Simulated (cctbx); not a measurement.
# Accept or mend?

Cell a = 6.5340 Å, b = 6.5340 Å, c = 6.1380 Å, α = 90.00°, β = 90.00°, γ = 120.00°; space group P6_3/mmc (no. 194).

Simulated single-crystal data (cctbx): Mo Kα, λ = 0.71073 Å, to d = 0.8 Å, 70 % of the full sphere, strongest reflection 40000 counts, noise from counting, a 1.5 % proportional error and a noise floor of 4 counts (s.d.); no absorption.

An anisotropic refinement with weights 1/σ² prints:

```text
Rint 0.015, 108 unique reflections to 0.80 A
cycle     R1     wR2    GooF  max shift (A)
   1  0.3700  0.6768  86.624   0.01440
   3  0.1789  0.3922  50.193   0.00001
final R1 0.1789 wR2 0.3922 GooF 50.193  parameters 8  data/parameter 13.5
atom        x        y        z      Ueq    occ   su(xyz)  su(Uiso or U11)
La1    0.00000  0.00000  0.00000  -0.0181  1.000  0.00000  0.0029  NPD
Tl1    0.33333  0.66667  0.75000   0.0199  1.000  0.00000  0.0039
Ge1    0.60308  0.80154  0.25000   0.0009  1.000  0.00198  0.0059  NPD
difference map: max 61.94 min -9.18 rms 4.08
Q1    0.0000  0.0000  0.0000    2   61.94  0.00 A from La1
Q2    0.1829  0.3658  0.2500    6   16.24  0.18 A from Ge1
Q3    0.0078  0.1707  0.1596   24    4.08  1.47 A from La1
Q4    0.3333  0.6667  0.1694    4    3.65  1.60 A from Ge1
Q5    0.2046  0.4091  0.6900   12    3.05  1.50 A from Tl1
Q6    0.2034  0.4067  0.5166   12    2.93  1.64 A from Ge1
```

**Question.** Can this result stand? If not, what is the likely fault?

Mend it. The fault: elements exchanged: Tl1 is La and La1 is Tl. Against the right model at the same level, R1 goes from 0.0031 to 0.1789 and GooF from 0.88 to 50.19, U of La1 shrinks from 0.0107 to -0.0181 Å², the top difference peak, 61.9 e/Å³, lies on La1 and La1 and Ge1 go non-positive-definite. Tl1 has 24 electrons too many and its U swells to shed them, as expected; La1 has 24 electrons too few and its U shrinks to make up, as expected.

The compound is LaTlGe3. The right model at the same level gives:

```text
Rint 0.015, 108 unique reflections to 0.80 A
cycle     R1     wR2    GooF  max shift (A)
   1  0.0136  0.0367   4.702   0.00063
   2  0.0031  0.0069   0.882   0.00000
final R1 0.0031 wR2 0.0069 GooF 0.882  parameters 8  data/parameter 13.5
atom        x        y        z      Ueq    occ   su(xyz)  su(Uiso or U11)
Tl1    0.00000  0.00000  0.00000   0.0107  1.000  0.00000  0.0001
La1    0.33333  0.66667  0.75000   0.0103  1.000  0.00000  0.0001
Ge1    0.60576  0.80288  0.25000   0.0115  1.000  0.00003  0.0001
difference map: max 0.19 min -0.17 rms 0.05
Q1    0.3333  0.6667  0.5955    4    0.19  0.95 A from La1
Q2    0.3333  0.6667  0.0657    4    0.18  1.91 A from Ge1
Q3    0.1664  0.3328  0.5637   12    0.16  1.92 A from Tl1
Q4    0.1811  0.3622  0.1085   12    0.14  0.89 A from Ge1
Q5    0.0000  0.0000  0.0489    4    0.14  0.30 A from Tl1
Q6    0.9973  0.1748  0.2500   12    0.12  1.37 A from Ge1
```

The model was made for the exercise: a known structure type with other elements put in, its volume estimated, not relaxed; displacement parameters are assumed.

[Middle refinement cycles are left out of these outputs.]

[Logs are printed without paths, hosts, clocks, repeated set-up lines and the standing remarks that a program may print on its own settings, such as how far it seeks lower states.]
